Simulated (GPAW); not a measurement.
**Geometry or basis: what sets the conductance of a Li chain with CO on top of one atom**

How well does a Li chain with CO on top of one atom conduct once its atoms have relaxed, and how much do cheaper levels lose?

Main program and level: GPAW 26.7.0; GPAW LCAO, PAW setups; relaxation of the junction within the symmetry of its start, lead ends held, in the first sound run; inputs show where later runs differ.

**1. Starting point**

The cell holds 15 atoms: 13 Li, 1 C and 1 O. Cell: a = 9.000 Å, b = 9.000 Å, c = 38.350 Å, α = 90.0°, β = 90.0°, γ = 90.0°. Regions: left lead, 6 atoms (6 Li); channel, 3 atoms (1 Li, 1 C and 1 O); right lead, 6 atoms (6 Li). Vacuum lies along a and b. The structure is stacked along c, and the current runs across the ab planes.

**2. Relaxing the atoms**

Transmission follows bond lengths closely, so the atoms between the held lead ends are relaxed first, within whatever symmetry the start has.

run.py

```python
import json
from ase import Atoms
from ase.constraints import FixAtoms
from ase.optimize import BFGS
from gpaw import GPAW, FermiDirac

device = Atoms(
    ['Li', 'Li', 'Li', 'Li', 'Li', 'Li', 'Li', 'C', 'O', 'Li', 'Li', 'Li', 'Li', 'Li', 'Li'],
    positions=[
        [4.50000, 4.50000, 1.47500],
        [4.50000, 4.50000, 4.42500],
        [4.50000, 4.50000, 7.37500],
        [4.50000, 4.50000, 10.32500],
        [4.50000, 4.50000, 13.27500],
        [4.50000, 4.50000, 16.22500],
        [4.50000, 4.50000, 19.17500],
        [6.37370, 4.50000, 19.17500],
        [7.53370, 4.50000, 19.17500],
        [4.50000, 4.50000, 22.12500],
        [4.50000, 4.50000, 25.07500],
        [4.50000, 4.50000, 28.02500],
        [4.50000, 4.50000, 30.97500],
        [4.50000, 4.50000, 33.92500],
        [4.50000, 4.50000, 36.87500]],
    cell=[[9.0, 0.0, 0.0], [0.0, 9.0, 0.0], [0.0, 0.0, 38.35]],
    pbc=True)

device.set_constraint(FixAtoms([0, 1, 2, 3, 4, 10, 11, 12, 13, 14]))
device.calc = GPAW(mode='lcao', basis='dzp', xc='PBE', h=0.18,
                   kpts={'size': (1, 1, 2), 'gamma': True},
                   symmetry={'tolerance': 1e-3, 'extra_ids': [1, 1, 1, 1, 1, 0, 0, 0, 0, 0, 1, 1, 1, 1, 1]},
                   occupations=FermiDirac(0.1), maxiter=250,
                   mixer=dict(beta=0.1, nmaxold=8, weight=100.0),
                   convergence=dict(density=0.0001), txt='relax.txt')
path = []
opt = BFGS(device, maxstep=0.15)
opt.attach(lambda: path.append((device.get_potential_energy(), device.positions.tolist(), device.get_forces().tolist())))
relaxed = bool(opt.run(fmax=0.05, steps=50))
json.dump(dict(relaxed=relaxed, path=path, positions=device.positions.tolist(), moments=device.get_magnetic_moments().tolist(),
               forces=device.get_forces(apply_constraint=False).tolist()), open('result.json', 'w'))
```

Command:

```
$ OMP_NUM_THREADS=1 OPENBLAS_NUM_THREADS=1 python run.py
```

The program printed:

```text
Step          Energy          fmax
BFGS:    0      -24.713200        1.634148
BFGS:    1      -24.719036        2.230291
BFGS:    2      -24.752243        0.810918
BFGS:    3      -24.775828        0.517963
BFGS:    4      -24.784925        0.290784
BFGS:    5      -24.786631        0.096417
BFGS:    6      -24.786866        0.056199
BFGS:    7      -24.787371        0.173146
BFGS:    8      -24.788446        0.307865
BFGS:    9      -24.791624        0.479885
BFGS:   10      -24.803858        1.045009
BFGS:   11      -24.820320        1.560620
BFGS:   12      -24.831422        1.630161
BFGS:   13      -24.855624        1.426061
BFGS:   14      -24.884264        0.310492
BFGS:   15      -24.892210        0.161622
BFGS:   16      -24.892775        0.071012
BFGS:   17      -24.893030        0.068695
BFGS:   18      -24.893526        0.176255
BFGS:   19      -24.894710        0.345388
BFGS:   20      -24.896789        0.470474
BFGS:   21      -24.898593        0.414602
BFGS:   22      -24.899462        0.192800
BFGS:   23      -24.899705        0.009973
```

Wall time 18 min (1 thread of Intel Xeon Platinum 8375C at 2.90GHz (Ice Lake), shared host); peak memory 1.5 GiB.

Relaxation path (22 of 24):

```csv
step,energy less that of the first step (eV),largest force (eV/Å)
1,0.0000,1.6341
2,-0.0052,2.2303
3,-0.0386,0.8109
4,-0.0621,0.5180
5,-0.0711,0.2908
6,-0.0726,0.0964
8,-0.0733,0.1731
9,-0.0744,0.3079
10,-0.0778,0.4799
11,-0.0913,1.0450
12,-0.1091,1.5606
13,-0.1214,1.6302
14,-0.1465,1.4261
15,-0.1771,0.3105
16,-0.1844,0.1616
17,-0.1851,0.0710
19,-0.1859,0.1763
20,-0.1872,0.3454
21,-0.1893,0.4705
22,-0.1911,0.4146
23,-0.1919,0.1928
24,-0.1921,0.0100
```

The atoms that moved most (Å):

```csv
atom,dx,dy,dz,length
Li10,0.619,0.000,-0.189,0.647
Li6,0.619,0.000,0.189,0.647
Li7,-0.473,0.000,0.000,0.473
C8,-0.361,0.000,0.000,0.361
O9,-0.329,0.000,0.000,0.329
```

The relaxation lowered the energy of the cell by 0.192 eV (energies extrapolated to zero smearing; the optimiser's log prints free energies). The largest force left on a free atom is 0.0100 eV/Å.

**3. Double-zeta polarised basis**

The script solves lead and junction separately, takes H and S in the orbital basis, and joins semi-infinite leads through their self-energies; the dzp basis is the working standard.

This step: GPAW LCAO, PAW setups; Landauer transmission from Green's functions with principal layers (ASE), zero bias (GPAW 26.7.0).

run.py

```python
import json
import numpy as np
from ase import Atoms
from ase.transport.calculators import TransportCalculator
from gpaw import GPAW, FermiDirac
from gpaw.lcao.tools import get_lcao_hamiltonian
from scipy.linalg import eigh

# The junction with lead layers at both ends, along the third cell vector
device = Atoms(
    ['Li', 'Li', 'Li', 'Li', 'Li', 'Li', 'Li', 'C', 'O', 'Li', 'Li', 'Li', 'Li', 'Li', 'Li'],
    positions=[
        [4.50000, 4.50000, 1.47500],
        [4.50000, 4.50000, 4.42500],
        [4.50000, 4.50000, 7.37500],
        [4.50000, 4.50000, 10.32500],
        [4.50000, 4.50000, 13.27500],
        [5.11854, 4.50000, 16.41438],
        [4.02738, 4.50000, 19.17500],
        [6.01252, 4.50000, 19.17500],
        [7.20497, 4.50000, 19.17500],
        [5.11854, 4.50000, 21.93562],
        [4.50000, 4.50000, 25.07500],
        [4.50000, 4.50000, 28.02500],
        [4.50000, 4.50000, 30.97500],
        [4.50000, 4.50000, 33.92500],
        [4.50000, 4.50000, 36.87500]],
    cell=[[9.0, 0.0, 0.0], [0.0, 9.0, 0.0], [0.0, 0.0, 38.35]],
    pbc=True)

# One principal layer of the lead: the first 3 atoms of the device
lead = Atoms(
    ['Li', 'Li', 'Li'],
    positions=[
        [4.50000, 4.50000, 1.47500],
        [4.50000, 4.50000, 4.42500],
        [4.50000, 4.50000, 7.37500]],
    cell=[[9.0, 0.0, 0.0], [0.0, 9.0, 0.0], [0.0, 0.0, 8.85]],
    pbc=True)

settings = dict(mode='lcao', basis='dzp', xc='PBE', h=0.18,
                occupations=FermiDirac(0.1), maxiter=250,
                mixer=dict(beta=0.1, nmaxold=8, weight=100.0),
                convergence=dict(density=0.0001))
energies = np.arange(-2, 2 + 1e-9, 0.025)
eta = 0.0001
n1, n2 = 1, 1
# k and -k transmit alike, so half of the mesh across the current serves
mesh = [(i, j) for i in range(n1) for j in range(n2) if (i, j) <= (-i % n1, -j % n2)]
weights = np.array([1 if (i, j) == (-i % n1, -j % n2) else 2 for i, j in mesh]) / (n1 * n2)

# [... helper functions left out ...]
fermi_lead = ground_state(lead, (1, 1, 13), 'lead.txt')
fermi_device = ground_state(device, (1, 1, 2), 'device.txt')
# [... loop over the mesh left out, but for ...]
        # Shift the lead onto the potential of the device's first layer
        shift = ((H[:, 0, 0] - H0[:, 0, 0]) / S0[0, 0]).real.mean()
# [...]
kT = 8.617333e-5 * 300
bias = [0.1, 0.2, 0.5, 1.0, 1.5, 2.0]
# [... integrals and printing left out ...]
```

The program printed:

```text
basis functions: device 91, principal layer 15
Fermi level: lead -2.7382 eV, device -2.5609 eV; lead shifted by -0.0012 eV
largest coupling past the next layer 1.28e-08 eV, largest misfit of the first layer 0.003 eV
  E-E_F (eV)   T (one spin)  channels
    -2.000    2.0383e-17    0.0000
    -1.975    2.0254e-17    0.0000
    -1.950    2.0122e-17    0.0000
    -1.925    1.9990e-17    0.0000
    -1.900    1.9856e-17    0.0000
    -1.875    1.9721e-17    0.0000
    -1.850    1.9585e-17    0.0000
    -1.825    1.9448e-17    0.0000
    -1.800    1.9309e-17    0.0000
    -1.775    1.9171e-17    0.0000
    -1.750    1.9031e-17    0.0000
    -1.725    1.8891e-17    0.0000
    -1.700    1.8751e-17    0.0000
    -1.675    1.8611e-17    0.0000
    -1.650    1.8472e-17    0.0000
    -1.625    1.8333e-17    0.0000
[...]
1.825    1.8907e-03    1.0000
     1.850    1.7876e-03    1.0000
     1.875    1.6660e-03    1.0000
     1.900    1.5302e-03    1.0000
     1.925    1.3849e-03    1.0000
     1.950    1.2342e-03    1.0000
     1.975    1.0819e-03    1.0000
     2.000    9.3180e-04    1.0000
conductance at 300 K: 0.92385 G0 a cell; thermopower 0.3456 uV/K
current from the zero-bias T(E) at 0.1 V: 7.1562 uA
current from the zero-bias T(E) at 0.2 V: 14.302 uA
current from the zero-bias T(E) at 0.5 V: 35.552 uA
current from the zero-bias T(E) at 1.0 V: 69.072 uA
current from the zero-bias T(E) at 1.5 V: 95.863 uA
current from the zero-bias T(E) at 2.0 V: 104.39 uA
```

Elapsed: 85 s, on 1 thread; peak memory 1.6 GiB.

This step gave:

| Property | Result |
| --- | --- |
| conductance | 0.9238 G₀ |
| largest coupling past the next principal layer | 1.28e-8 eV |
| largest misfit of the first principal layer | 0.002566 eV |
| shift that aligns the lead | -0.001162 eV |
| basis functions of the junction | 91 |
| basis functions of a principal layer | 15 |
| transmission at the Fermi level (one spin) | 0.9245 |
| open channels of the lead at the Fermi level (one spin) | 1 |

One spin. Transmission, zone mean against energy, zero at the Fermi level:

```csv
energy (eV),"transmission, zone mean"
-2.000,0
-1.800,0
-1.600,0
-1.400,0
-1.200,0
-1.000,0
-0.800,1.7e-9
-0.600,0.697
-0.400,0.857
-0.200,0.920
-0.075,0.926
0.000,0.924
0.200,0.906
0.400,0.868
0.600,0.769
0.800,0.508
1.000,0.168
1.200,0.0225
1.400,2.2e-4
1.600,0.00136
1.800,0.00197
2.000,9.3e-4
```

Crossings of the lead's bands, unfolded to its shortest repeat. The open channels, zone mean by energy, zero at the Fermi level:

```csv
energy (eV),"open channels, zone mean"
-0.800,0
-0.700,1
-0.600,1
-0.500,1
-0.400,1
-0.300,1
-0.200,1
-0.100,1
0.000,1
0.100,1
0.200,1
0.300,1
0.400,1
0.500,1
0.600,1
0.700,1
0.800,1
0.900,1
1.000,1
1.100,1
1.200,1
1.300,1
1.400,1
1.500,1
1.600,1
1.700,1
1.800,1
1.900,1
2.000,1
```

Not self-consistent under bias; the bias window is split evenly. Table of current through one cell, from the zero-bias transmission by bias:

```csv
bias (V),"current through one cell, from the zero-bias transmission (μA)"
0.100,7.16
0.200,14.3
0.500,35.6
1.000,69.1
1.500,95.9
2.000,104
```

Table of transmission of the three most open eigenchannels by energy, zero at the Fermi level:

```csv
energy (eV),channel 1,channel 2 = channel 3
-0.800,1.7e-9,0
-0.700,0.612,0
-0.600,0.697,0
-0.500,0.788,0
-0.400,0.857,0
-0.300,0.900,0
-0.200,0.920,0
-0.100,0.926,0
0.000,0.924,0
0.100,0.917,0
0.200,0.906,0
0.300,0.891,0
0.400,0.868,0
0.500,0.831,0
0.600,0.769,0
0.700,0.664,0
0.800,0.508,0
0.900,0.326,0
1.000,0.168,0
1.100,0.0698,0
1.200,0.0225,0
1.300,0.00472,0
1.400,2.2e-4,0
1.500,3.4e-4,0
1.600,0.00136,0
1.700,0.00197,0
1.800,0.00197,0
1.900,0.00153,0
2.000,9.3e-4,0
```

Couplings past the next layer reach 1.3e-8 eV, small enough to drop; the matrix elements of the cell's first layer differ from the bulk lead's by up to 0.0026 eV. That layer keeps its own values in the calculation, and only beyond it is the lead taken as perfect. The Fermi levels of lead and junction count from different zeros of potential, one for each periodic cell; with both set to zero, the small remaining shift is what aligns them. By hand: G = 0.9238 × 77.48 μS = 71.6 μS, a resistance of 14.0 kΩ; at 0.1 V a linear junction would pass 7.16 μA, and the integral over the bias window gives 7.16 μA.

**4. GPAW, szp: basis = "szp(dzp)"**

The second zeta is dropped, the polarisation orbitals stay.

run.py: that of step 3 with these lines changed.

```diff
@@ -40,3 +40,3 @@
 
-settings = dict(mode='lcao', basis='dzp', xc='PBE', h=0.18,
+settings = dict(mode='lcao', basis='szp(dzp)', xc='PBE', h=0.18,
                 occupations=FermiDirac(0.1), maxiter=250,
```

The program printed:

```text
basis functions: device 70, principal layer 12
Fermi level: lead -2.8434 eV, device -2.6442 eV; lead shifted by -0.0011 eV
largest coupling past the next layer 1.26e-08 eV, largest misfit of the first layer 0.004 eV
  E-E_F (eV)   T (one spin)  channels
    -2.000    1.2838e-22    0.0000
    -1.975    1.2415e-22    0.0000
    -1.950    1.1999e-22    0.0000
    -1.925    1.1592e-22    0.0000
    -1.900    1.1194e-22    0.0000
    -1.875    1.0805e-22    0.0000
    -1.850    1.0425e-22    0.0000
    -1.825    1.0057e-22    0.0000
    -1.800    9.6986e-23    0.0000
    -1.775    9.3523e-23    0.0000
    -1.750    9.0182e-23    0.0000
    -1.725    8.6971e-23    0.0000
    -1.700    8.3898e-23    0.0000
    -1.675    8.0971e-23    0.0000
    -1.650    7.8201e-23    0.0000
    -1.625    7.5596e-23    0.0000
[...]
1.825    1.2688e-03    1.0000
     1.850    1.1473e-03    1.0000
     1.875    1.0493e-03    1.0000
     1.900    9.7023e-04    1.0000
     1.925    9.0618e-04    1.0000
     1.950    8.5388e-04    1.0000
     1.975    8.1051e-04    1.0000
     2.000    7.7352e-04    1.0000
conductance at 300 K: 0.98997 G0 a cell; thermopower -0.06957 uV/K
current from the zero-bias T(E) at 0.1 V: 7.6697 uA
current from the zero-bias T(E) at 0.2 V: 15.335 uA
current from the zero-bias T(E) at 0.5 V: 38.256 uA
current from the zero-bias T(E) at 1.0 V: 75.427 uA
current from the zero-bias T(E) at 1.5 V: 107.55 uA
current from the zero-bias T(E) at 2.0 V: 119.9 uA
```

It took 74 s on 1 thread; peak memory 1.6 GiB.

This step gave:

```yaml
conductance: 0.9900 G₀
largest_coupling_past_the_next_principal_layer: 1.26e-8 eV
largest_misfit_of_the_first_principal_layer: 0.003853 eV
shift_that_aligns_the_lead: -0.001079 eV
basis_functions_of_the_junction: 70
basis_functions_of_a_principal_layer: 12
transmission_at_the_fermi_level_one_spin: 0.9902
```

One spin. Table of transmission, zone mean by energy, zero at the Fermi level:

energy (eV), transmission, zone mean and a bar:
```
   -2.000      0.000 
   -1.900      0.000 
   -1.800      0.000 
   -1.700      0.000 
   -1.600      0.000 
   -1.500      0.000 
   -1.400      0.000 
   -1.300      0.000 
   -1.200      0.000 
   -1.100      0.000 
   -1.000      0.000 
   -0.900      0.000 
   -0.800      0.000 
   -0.750      0.959 #############################
   -0.700      0.777 ########################
   -0.600      0.823 #########################
   -0.500      0.895 ###########################
   -0.400      0.943 #############################
   -0.300      0.970 #############################
   -0.200      0.983 ##############################
   -0.100      0.988 ##############################
    0.000      0.990 ##############################
    0.050      0.990 ##############################
    0.100      0.990 ##############################
    0.200      0.989 ##############################
    0.300      0.984 ##############################
    0.400      0.975 ##############################
    0.500      0.955 #############################
    0.600      0.915 ############################
    0.700      0.839 #########################
    0.800      0.711 ######################
    0.900      0.535 ################
    1.000      0.349 ###########
    1.100      0.199 ######
    1.200      0.103 ###
    1.300      0.050 ##
    1.400      0.023 #
    1.500      0.011 
    1.600      0.005 
    1.700      0.002 
    1.800      0.001 
    1.900      0.001 
    2.000      0.001
```

Crossings of the lead's bands, unfolded to its shortest repeat. Table of open channels, zone mean by energy, zero at the Fermi level:

energy (eV), open channels, zone mean and a bar:
```
   -0.800       0.00 
   -0.700       1.00 ##############################
   -0.600       1.00 ##############################
   -0.500       1.00 ##############################
   -0.400       1.00 ##############################
   -0.300       1.00 ##############################
   -0.200       1.00 ##############################
   -0.100       1.00 ##############################
    0.000       1.00 ##############################
    0.100       1.00 ##############################
    0.200       1.00 ##############################
    0.300       1.00 ##############################
    0.400       1.00 ##############################
    0.500       1.00 ##############################
    0.600       1.00 ##############################
    0.700       1.00 ##############################
    0.800       1.00 ##############################
    0.900       1.00 ##############################
    1.000       1.00 ##############################
    1.100       1.00 ##############################
    1.200       1.00 ##############################
    1.300       1.00 ##############################
    1.400       1.00 ##############################
    1.500       1.00 ##############################
    1.600       1.00 ##############################
    1.700       1.00 ##############################
    1.800       1.00 ##############################
    1.900       1.00 ##############################
    2.000       1.00 ##############################
```

Not self-consistent under bias; the bias window is split evenly. The current through one cell, from the zero-bias transmission by bias:

```csv
bias (V),"current through one cell, from the zero-bias transmission (μA)"
0.100,7.67
0.200,15.3
0.500,38.3
1.000,75.4
1.500,108
2.000,120
```

The transmission of the three most open eigenchannels by energy, zero at the Fermi level:

```csv
energy (eV),channel 1,channel 2 = channel 3
-0.800,1.7e-10,0
-0.700,0.777,0
-0.600,0.823,0
-0.500,0.895,0
-0.400,0.943,0
-0.300,0.970,0
-0.200,0.983,0
-0.100,0.988,0
0.000,0.990,0
0.100,0.990,0
0.200,0.989,0
0.300,0.984,0
0.400,0.975,0
0.500,0.955,0
0.600,0.915,0
0.700,0.839,0
0.800,0.711,0
0.900,0.535,0
1.000,0.349,0
1.100,0.199,0
1.200,0.103,0
1.300,0.0497,0
1.400,0.0231,0
1.500,0.0106,0
1.600,0.00494,0
1.700,0.00248,0
1.800,0.00142,0
1.900,9.7e-4,0
2.000,7.7e-4,0
```

The conductance, 0.990 G₀, lies 7.2 % above that of the dzp run.

**5. GPAW, sz: basis = "sz(dzp)"**

One function for each valence shell of the setup, as for a first survey of a large system.

run.py: that of step 4 with these lines changed.

```diff
@@ -40,3 +40,3 @@
 
-settings = dict(mode='lcao', basis='szp(dzp)', xc='PBE', h=0.18,
+settings = dict(mode='lcao', basis='sz(dzp)', xc='PBE', h=0.18,
                 occupations=FermiDirac(0.1), maxiter=250,
```

The program printed:

```text
basis functions: device 21, principal layer 3
Fermi level: lead -2.6879 eV, device -2.4961 eV; lead shifted by -0.0004 eV
largest coupling past the next layer 1.25e-08 eV, largest misfit of the first layer 0.005 eV
  E-E_F (eV)   T (one spin)  channels
    -2.000    1.1392e-22    0.0000
    -1.975    1.1120e-22    0.0000
    -1.950    1.0881e-22    0.0000
[...]
1.975    6.4609e-02    1.0000
     2.000    6.9135e-02    1.0000
conductance at 300 K: 0.55472 G0 a cell; thermopower 9.776 uV/K
current from the zero-bias T(E) at 0.1 V: 4.2908 uA
current from the zero-bias T(E) at 0.2 V: 8.5389 uA
current from the zero-bias T(E) at 0.5 V: 20.643 uA
current from the zero-bias T(E) at 1.0 V: 37.289 uA
current from the zero-bias T(E) at 1.5 V: 49.364 uA
current from the zero-bias T(E) at 2.0 V: 56.877 uA
```

Elapsed: 64 s, on 1 thread; peak memory 1.5 GiB.

Numbers from this step:

```yaml
conductance: 0.5547 G₀
thermopower: 9.776 μV/K
largest_coupling_past_the_next_principal_layer: 1.25e-8 eV
largest_misfit_of_the_first_principal_layer: 0.005374 eV
shift_that_aligns_the_lead: -3.79e-4 eV
basis_functions_of_the_junction: 21
basis_functions_of_a_principal_layer: 3
transmission_at_the_fermi_level_one_spin: 0.5574
```

The conductance, 0.555 G₀, lies 40 % below that of the dzp run.

(Continued in part 2 of 2.)

[Logs are printed without paths, hosts, clocks, repeated set-up lines and the standing remarks that a program may print on its own settings, such as how far it seeks lower states.]

[Hosts, paths, dates, database ids (printed as entryN), source tags and the programs' standing remarks are cut or masked in the printed files.]
